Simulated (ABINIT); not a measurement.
# SnPbSe3 (Pm-3m): zone-centre phonons, part 4 of 4

Which modes does SnPbSe3 (Pm-3m) have at the zone centre?

ABINIT 10.8.3; DFT LDA, scalar-relativistic, plane waves, HGH norm-conserving pseudopotentials.

So far. Step 6 (Linear response at Γ): The acoustic modes at Γ come out as far as 2.1 cm⁻¹ from zero, where they should vanish, a small numerical error. The lowest optical mode is imaginary, 108i cm⁻¹, an instability at this level and on this k mesh. Step 7 (Modes with the sum rule): The rule moves no optical mode by more than 0.1 cm⁻¹. The relaxed cell has a = 5.151 Å (conventional setting).

The structure was built from a prototype and need not be the compound's stable phase.

### 8. Sum rules set otherwise (asr 0)

Without the rule the raw error of the acoustic modes shows.

anaddb.abi

```
ddb_filepath "gamma_DDB"
output_file "anaddb.abo"
outdata_prefix "anaddb"
asr 0
chneut 0
enunit 2
eivec 1
nph1l 1
qph1l 0.0 0.0 0.0 1.0
```

mrgddb.in

```
gamma_DDB
merged
2
dfpt_gammao_DDB
gso_DDB
```

The run is started by

```sh
> mrgddb < mrgddb.in > mrgddb.log
> OMP_NUM_THREADS=1 anaddb anaddb.abi > anaddb.log
```

anaddb.abo, the main output file:

```text
-outvars_anaddb: echo values of input variables ----------------------

 Miscellaneous information :
      enunit         2
       eivec         1
      chneut         0
 First list of wavevector (reduced coord.) :
       nph1l         1
       qph1l
                     0.00000000E+00  0.00000000E+00  0.00000000E+00    1.000E+00

================================================================================

 read the DDB information and perform some checks

  ==== Info on the Cryst% object ====
 Real(R)+Recip(G) space primitive vectors, cartesian coordinates (Bohr,Bohr^-1):
 R(1)=  9.7337198  0.0000000  0.0000000  G(1)=  0.1027356  0.0000000  0.0000000
 R(2)=  0.0000000  9.7337198  0.0000000  G(2)=  0.0000000  0.1027356  0.0000000
 R(3)=  0.0000000  0.0000000  9.7337198  G(3)=  0.0000000  0.0000000  0.1027356
 Unit cell volume ucvol=  9.2222421E+02 bohr^3
 Angles (23,13,12)=  9.00000000E+01  9.00000000E+01  9.00000000E+01 degrees
 Time-reversal symmetry is present
 Reduced atomic positions [iatom, xred, symbol]:
    1)    0.0000000  0.0000000  0.0000000  Pb
    2)    0.5000000  0.5000000  0.5000000  Sn
    3)    0.5000000  0.5000000  0.0000000  Se
    4)    0.5000000  0.0000000  0.5000000  Se
    5)    0.0000000  0.5000000  0.5000000  Se

 DDB file with 3 blocks has been read.

================================================================================

 Treat the first list of vectors

  Phonon wavevector (reduced coordinates) :  0.00000  0.00000  0.00000
 Phonon energies in Hartree :
  -4.904131E-04 -4.904131E-04 -4.904131E-04 -4.302550E-04 -4.302550E-04
  -4.302550E-04 -2.026006E-04 -2.026006E-04 -2.026006E-04  9.783154E-06
   9.783154E-06  9.783155E-06  1.044409E-03  1.044409E-03  1.044409E-03
 Phonon energies in meV     :
- -1.334482E+01 -1.334482E+01 -1.334482E+01 -1.170784E+01 -1.170784E+01
- -1.170784E+01 -5.513042E+00 -5.513042E+00 -5.513042E+00  2.662132E-01
-  2.662132E-01  2.662132E-01  2.841983E+01  2.841983E+01  2.841983E+01
 Phonon frequencies in cm-1    :
- -1.076332E+02 -1.076332E+02 -1.076332E+02 -9.443006E+01 -9.443006E+01
- -9.443006E+01 -4.446568E+01 -4.446568E+01 -4.446568E+01  2.147154E+00
-  2.147154E+00  2.147154E+00  2.292214E+02  2.292214E+02  2.292214E+02
 Phonon frequencies in Thz     :
- -3.226763E+00 -3.226763E+00 -3.226763E+00 -2.830942E+00 -2.830942E+00
- -2.830942E+00 -1.333048E+00 -1.333048E+00 -1.333048E+00  6.437006E-02
-  6.437006E-02  6.437007E-02  6.871884E+00  6.871884E+00  6.871884E+00
 Phonon energies in Kelvin  :
- -1.548602E+02 -1.548602E+02 -1.548602E+02 -1.358638E+02 -1.358638E+02
- -1.358638E+02 -6.397620E+01 -6.397620E+01 -6.397620E+01  3.089276E+00
-  3.089276E+00  3.089276E+00  3.297984E+02  3.297984E+02  3.297984E+02

 Eigendisplacements
 (will be given, for each mode : in cartesian coordinates
   for each atom the real part of the displacement vector,
   then the imaginary part of the displacement vector - absolute values smaller than 1.0d-7 are set to zero)
  Mode number    1   Energy   -4.904131E-04
 Attention : low frequency mode.
   (Could be unstable or acoustic mode)
-  1  0.00000000E+00  0.00000000E+00 -8.38422095E-04
-     0.00000000E+00  0.00000000E+00  0.00000000E+00
-  2  0.00000000E+00  0.00000000E+00 -5.30262072E-04
-     0.00000000E+00  0.00000000E+00  0.00000000E+00
-  3  0.00000000E+00  0.00000000E+00 -6.53433106E-05
-     0.00000000E+00  0.00000000E+00  0.00000000E+00
-  4  0.00000000E+00  0.00000000E+00  1.52904291E-03
-     0.00000000E+00  0.00000000E+00  0.00000000E+00
-  5  0.00000000E+00  0.00000000E+00  1.52904291E-03
-     0.00000000E+00  0.00000000E+00  0.00000000E+00
  Mode number    2   Energy   -4.904131E-04
 Attention : low frequency mode.
   (Could be unstable or acoustic mode)
-  1  0.00000000E+00  8.38422095E-04  0.00000000E+00
-     0.00000000E+00  0.00000000E+00  0.00000000E+00
-  2  0.00000000E+00  5.30262072E-04  0.00000000E+00
-     0.00000000E+00  0.00000000E+00  0.00000000E+00
-  3  0.00000000E+00 -1.52904291E-03  0.00000000E+00
-     0.00000000E+00  0.00000000E+00  0.00000000E+00
-  4  0.00000000E+00  6.53433106E-05  0.00000000E+00
-     0.00000000E+00  0.00000000E+00  0.00000000E+00
-  5  0.00000000E+00 -1.52904291E-03  0.00000000E+00
-     0.00000000E+00  0.00000000E+00  0.00000000E+00
  Mode number    3   Energy   -4.904131E-04
 Attention : low frequency mode.
   (Could be unstable or acoustic mode)
-  1  8.38422095E-04  0.00000000E+00  0.00000000E+00
-     0.00000000E+00  0.00000000E+00  0.00000000E+00
-  2  5.30262072E-04  0.00000000E+00  0.00000000E+00
-     0.00000000E+00  0.00000000E+00  0.00000000E+00
-  3 -1.52904291E-03  0.00000000E+00  0.00000000E+00
-     0.00000000E+00  0.00000000E+00  0.00000000E+00
-  4 -1.52904291E-03  0.00000000E+00  0.00000000E+00
-     0.00000000E+00  0.00000000E+00  0.00000000E+00
-  5  6.53433106E-05  0.00000000E+00  0.00000000E+00
-     0.00000000E+00  0.00000000E+00  0.00000000E+00
  Mode number    4   Energy   -4.302550E-04
 Attention : low frequency mode.
   (Could be unstable or acoustic mode)
-  1  0.00000000E+00  0.00000000E+00  0.00000000E+00
-     0.00000000E+00  0.00000000E+00  0.00000000E+00
-  2  0.00000000E+00  0.00000000E+00  0.00000000E+00
-     0.00000000E+00  0.00000000E+00  0.00000000E+00
-  3  0.00000000E+00  0.00000000E+00  0.00000000E+00
-     0.00000000E+00  0.00000000E+00  0.00000000E+00
-  4  0.00000000E+00  0.00000000E+00  1.86380890E-03
-     0.00000000E+00  0.00000000E+00  0.00000000E+00
-  5  0.00000000E+00  0.00000000E+00 -1.86380890E-03
-     0.00000000E+00  0.00000000E+00  0.00000000E+00
  Mode number    5   Energy   -4.302550E-04
 Attention : low frequency mode.
   (Could be unstable or acoustic mode)
-  1  0.00000000E+00  0.00000000E+00  0.00000000E+00
-     0.00000000E+00  0.00000000E+00  0.00000000E+00
-  2  0.00000000E+00  0.00000000E+00  0.00000000E+00
-     0.00000000E+00  0.00000000E+00  0.00000000E+00
-  3  0.00000000E+00 -1.86380890E-03  0.00000000E+00
-     0.00000000E+00  0.00000000E+00  0.00000000E+00
-  4  0.00000000E+00  0.00000000E+00  0.00000000E+00
-     0.00000000E+00  0.00000000E+00  0.00000000E+00
-  5  0.00000000E+00  1.86380890E-03  0.00000000E+00
-     0.00000000E+00  0.00000000E+00  0.00000000E+00
  Mode number    6   Energy   -4.302550E-04
 Attention : low frequency mode.
   (Could be unstable or acoustic mode)
-  1  0.00000000E+00  0.00000000E+00  0.00000000E+00
-     0.00000000E+00  0.00000000E+00  0.00000000E+00
-  2  0.00000000E+00  0.00000000E+00  0.00000000E+00
-     0.00000000E+00  0.00000000E+00  0.00000000E+00
-  3  1.86380890E-03  0.00000000E+00  0.00000000E+00
-     0.00000000E+00  0.00000000E+00  0.00000000E+00
-  4 -1.86380890E-03  0.00000000E+00  0.00000000E+00
-     0.00000000E+00  0.00000000E+00  0.00000000E+00
-  5  0.00000000E+00  0.00000000E+00  0.00000000E+00
-     0.00000000E+00  0.00000000E+00  0.00000000E+00
  Mode number    7   Energy   -2.026006E-04
 Attention : low frequency mode.
   (Could be unstable or acoustic mode)
-  1  0.00000000E+00  0.00000000E+00 -9.84208927E-04
-     0.00000000E+00  0.00000000E+00  0.00000000E+00
-  2  0.00000000E+00  0.00000000E+00  1.45825346E-03
-     0.00000000E+00  0.00000000E+00  0.00000000E+00
-  3  0.00000000E+00  0.00000000E+00  1.01042460E-03
-     0.00000000E+00  0.00000000E+00  0.00000000E+00
-  4  0.00000000E+00  0.00000000E+00 -3.06341694E-04
-     0.00000000E+00  0.00000000E+00  0.00000000E+00
-  5  0.00000000E+00  0.00000000E+00 -3.06341694E-04
-     0.00000000E+00  0.00000000E+00  0.00000000E+00
  Mode number    8   Energy   -2.026006E-04
 Attention : low frequency mode.
   (Could be unstable or acoustic mode)
-  1  0.00000000E+00  9.84208927E-04  0.00000000E+00
-     0.00000000E+00  0.00000000E+00  0.00000000E+00
-  2  0.00000000E+00 -1.45825346E-03  0.00000000E+00
-     0.00000000E+00  0.00000000E+00  0.00000000E+00
-  3  0.00000000E+00  3.06341694E-04  0.00000000E+00
-     0.00000000E+00  0.00000000E+00  0.00000000E+00
-  4  0.00000000E+00 -1.01042460E-03  0.00000000E+00
-     0.00000000E+00  0.00000000E+00  0.00000000E+00
-  5  0.00000000E+00  3.06341694E-04  0.00000000E+00
-     0.00000000E+00  0.00000000E+00  0.00000000E+00
  Mode number    9   Energy   -2.026006E-04
 Attention : low frequency mode.
   (Could be unstable or acoustic mode)
-  1  9.84208927E-04  0.00000000E+00  0.00000000E+00
-     0.00000000E+00  0.00000000E+00  0.00000000E+00
-  2 -1.45825346E-03  0.00000000E+00  0.00000000E+00
-     0.00000000E+00  0.00000000E+00  0.00000000E+00
-  3  3.06341694E-04  0.00000000E+00  0.00000000E+00
-     0.00000000E+00  0.00000000E+00  0.00000000E+00
-  4  3.06341694E-04  0.00000000E+00  0.00000000E+00
-     0.00000000E+00  0.00000000E+00  0.00000000E+00
-  5 -1.01042460E-03  0.00000000E+00  0.00000000E+00
-     0.00000000E+00  0.00000000E+00  0.00000000E+00
  Mode number   10   Energy    9.783154E-06
 Attention : low frequency mode.
   (Could be unstable or acoustic mode)
-  1  0.00000000E+00  0.00000000E+00 -9.87789006E-04
-     0.00000000E+00  0.00000000E+00  0.00000000E+00
-  2  0.00000000E+00  0.00000000E+00 -9.85389072E-04
-     0.00000000E+00  0.00000000E+00  0.00000000E+00
-  3  0.00000000E+00  0.00000000E+00 -9.86227992E-04
-     0.00000000E+00  0.00000000E+00  0.00000000E+00
-  4  0.00000000E+00  0.00000000E+00 -9.88608923E-04
-     0.00000000E+00  0.00000000E+00  0.00000000E+00
-  5  0.00000000E+00  0.00000000E+00 -9.88608923E-04
-     0.00000000E+00  0.00000000E+00  0.00000000E+00
  Mode number   11   Energy    9.783154E-06
 Attention : low frequency mode.
   (Could be unstable or acoustic mode)
-  1  0.00000000E+00 -9.87789006E-04  0.00000000E+00
-     0.00000000E+00  0.00000000E+00  0.00000000E+00
-  2  0.00000000E+00 -9.85389072E-04  0.00000000E+00
-     0.00000000E+00  0.00000000E+00  0.00000000E+00
-  3  0.00000000E+00 -9.88608923E-04  0.00000000E+00
-     0.00000000E+00  0.00000000E+00  0.00000000E+00
-  4  0.00000000E+00 -9.86227992E-04  0.00000000E+00
-     0.00000000E+00  0.00000000E+00  0.00000000E+00
-  5  0.00000000E+00 -9.88608923E-04  0.00000000E+00
-     0.00000000E+00  0.00000000E+00  0.00000000E+00
  Mode number   12   Energy    9.783155E-06
 Attention : low frequency mode.
   (Could be unstable or acoustic mode)
-  1  9.87789006E-04  0.00000000E+00  0.00000000E+00
-     0.00000000E+00  0.00000000E+00  0.00000000E+00
-  2  9.85389072E-04  0.00000000E+00  0.00000000E+00
-     0.00000000E+00  0.00000000E+00  0.00000000E+00
-  3  9.88608923E-04  0.00000000E+00  0.00000000E+00
-     0.00000000E+00  0.00000000E+00  0.00000000E+00
-  4  9.88608923E-04  0.00000000E+00  0.00000000E+00
-     0.00000000E+00  0.00000000E+00  0.00000000E+00
-  5  9.86227992E-04  0.00000000E+00  0.00000000E+00
-     0.00000000E+00  0.00000000E+00  0.00000000E+00
  Mode number   13   Energy    1.044409E-03
-  1  0.00000000E+00  0.00000000E+00  1.55077662E-05
-     0.00000000E+00  0.00000000E+00  0.00000000E+00
-  2  0.00000000E+00  0.00000000E+00  1.11467674E-03
-     0.00000000E+00  0.00000000E+00  0.00000000E+00
-  3  0.00000000E+00  0.00000000E+00 -2.22479077E-03
-     0.00000000E+00  0.00000000E+00  0.00000000E+00
-  4  0.00000000E+00  0.00000000E+00  2.54201830E-04
-     0.00000000E+00  0.00000000E+00  0.00000000E+00
-  5  0.00000000E+00  0.00000000E+00  2.54201830E-04
-     0.00000000E+00  0.00000000E+00  0.00000000E+00
  Mode number   14   Energy    1.044409E-03
-  1  0.00000000E+00 -1.55077662E-05  0.00000000E+00
-     0.00000000E+00  0.00000000E+00  0.00000000E+00
-  2  0.00000000E+00 -1.11467674E-03  0.00000000E+00
-     0.00000000E+00  0.00000000E+00  0.00000000E+00
-  3  0.00000000E+00 -2.54201830E-04  0.00000000E+00
-     0.00000000E+00  0.00000000E+00  0.00000000E+00
-  4  0.00000000E+00  2.22479077E-03  0.00000000E+00
-     0.00000000E+00  0.00000000E+00  0.00000000E+00
-  5  0.00000000E+00 -2.54201830E-04  0.00000000E+00
-     0.00000000E+00  0.00000000E+00  0.00000000E+00
  Mode number   15   Energy    1.044409E-03
-  1  1.55077662E-05  0.00000000E+00  0.00000000E+00
-     0.00000000E+00  0.00000000E+00  0.00000000E+00
-  2  1.11467674E-03  0.00000000E+00  0.00000000E+00
-     0.00000000E+00  0.00000000E+00  0.00000000E+00
-  3  2.54201830E-04  0.00000000E+00  0.00000000E+00
-     0.00000000E+00  0.00000000E+00  0.00000000E+00
-  4  2.54201830E-04  0.00000000E+00  0.00000000E+00
-     0.00000000E+00  0.00000000E+00  0.00000000E+00
-  5 -2.22479077E-03  0.00000000E+00  0.00000000E+00
-     0.00000000E+00  0.00000000E+00  0.00000000E+00

 Analysis of degeneracies and characters (maximum tolerance=1.00E-06 a.u.)
 For each vibration mode, or group of modes if degenerate,
 the characters are given for each symmetry operation (see the list in the log file).
 Symmetry characters of vibration mode #   1
       degenerate with vibration modes #   2 to    3
  3.0 -3.0 -1.0  1.0 -1.0  1.0 -1.0  1.0  1.0 -1.0 -1.0  1.0  1.0 -1.0 -1.0  1.0
  0.0 -0.0  0.0 -0.0 -0.0  0.0 -0.0  0.0  1.0 -1.0 -1.0  1.0 -1.0  1.0  1.0 -1.0
  0.0 -0.0 -0.0  0.0 -0.0  0.0  0.0 -0.0  1.0 -1.0  1.0 -1.0 -1.0  1.0 -1.0  1.0
 Symmetry characters of vibration mode #   4
       degenerate with vibration modes #   5 to    6
  3.0 -3.0 -1.0  1.0 -1.0  1.0 -1.0  1.0 -1.0  1.0  1.0 -1.0 -1.0  1.0  1.0 -1.0
 -0.0  0.0 -0.0  0.0  0.0 -0.0  0.0 -0.0 -1.0  1.0  1.0 -1.0  1.0 -1.0 -1.0  1.0
 -0.0  0.0  0.0 -0.0  0.0 -0.0 -0.0  0.0 -1.0  1.0 -1.0  1.0  1.0 -1.0  1.0 -1.0
 Symmetry characters of vibration mode #   7
       degenerate with vibration modes #   8 to    9
  3.0 -3.0 -1.0  1.0 -1.0  1.0 -1.0  1.0  1.0 -1.0 -1.0  1.0  1.0 -1.0 -1.0  1.0
 -0.0  0.0 -0.0  0.0  0.0 -0.0 -0.0  0.0  1.0 -1.0 -1.0  1.0 -1.0  1.0  1.0 -1.0
 -0.0  0.0  0.0 -0.0 -0.0  0.0 -0.0  0.0  1.0 -1.0  1.0 -1.0 -1.0  1.0 -1.0  1.0
 Symmetry characters of vibration mode #  10
       degenerate with vibration modes #  11 to   12
  3.0 -3.0 -1.0  1.0 -1.0  1.0 -1.0  1.0  1.0 -1.0 -1.0  1.0  1.0 -1.0 -1.0  1.0
 -0.0  0.0 -0.0  0.0  0.0 -0.0  0.0 -0.0  1.0 -1.0 -1.0  1.0 -1.0  1.0  1.0 -1.0
 -0.0  0.0  0.0 -0.0  0.0 -0.0 -0.0  0.0  1.0 -1.0  1.0 -1.0 -1.0  1.0 -1.0  1.0
 Symmetry characters of vibration mode #  13
       degenerate with vibration modes #  14 to   15
  3.0 -3.0 -1.0  1.0 -1.0  1.0 -1.0  1.0  1.0 -1.0 -1.0  1.0  1.0 -1.0 -1.0  1.0
  0.0 -0.0  0.0 -0.0 -0.0  0.0 -0.0  0.0  1.0 -1.0 -1.0  1.0 -1.0  1.0  1.0 -1.0
  0.0 -0.0 -0.0  0.0 -0.0  0.0  0.0 -0.0  1.0 -1.0  1.0 -1.0 -1.0  1.0 -1.0  1.0
-
```

It took 0.51 s on 1 thread of Arm Neoverse V1, shared host.

Numbers from this step:

```
lowest optical zone-centre mode : -107.6 cm⁻¹
```

Zone-centre frequencies as printed; negative means imaginary. Modes:

| mode | frequency (cm⁻¹) |
| --- | --- |
| 1 | -107.6 |
| 2 | -107.6 |
| 3 | -107.6 |
| 4 | -94.43 |
| 5 | -94.43 |
| 6 | -94.43 |
| 7 | -44.47 |
| 8 | -44.47 |
| 9 | -44.47 |
| 10 | 2.15 |
| 11 | 2.15 |
| 12 | 2.15 |
| 13 | 229.2 |
| 14 | 229.2 |
| 15 | 229.2 |

### 9. Summary of results

- space group after relaxation: Pm-3m
- volume per atom: 27.3 Å³
- highest optical zone-centre mode (no LO-TO term): 229.2 cm⁻¹
- lowest optical zone-centre mode: -107.7 cm⁻¹
- imaginary optical modes at the zone centre (no q mesh in this session): yes

What this shows: At the LDA level the optical modes of SnPbSe3 (Pm-3m) at the zone centre run from 108i to 229 cm⁻¹, so the structure is a saddle point, with 9 modes beyond 10i cm⁻¹ there. The base run prints -0.92 GPa, mostly the error of a finite basis; the relaxation, with a smoothed and higher cutoff, had brought the cell to rest. These are harmonic frequencies at zero temperature: anharmonic shifts and linewidths and thermal expansion are left out. Spin-orbit coupling is left out, which can matter for the heavy elements here. The HGH files keep few electrons and have no core correction, which is cheap but rough for Pb and Sn. In a metal the frequencies hang on the k mesh and the smearing, most of all near Kohn anomalies. The structure is a hypothetical one, built on a prototype.

[Host names and launcher messages were left out of these logs when they were recorded.]

[Logs are printed without paths, hosts, clocks, repeated set-up lines and the standing remarks that a program may print on its own settings, such as how far it seeks lower states.]

[Hosts, paths, dates, database ids (printed as entryN), source tags and the programs' standing remarks are cut or masked in the printed files.]
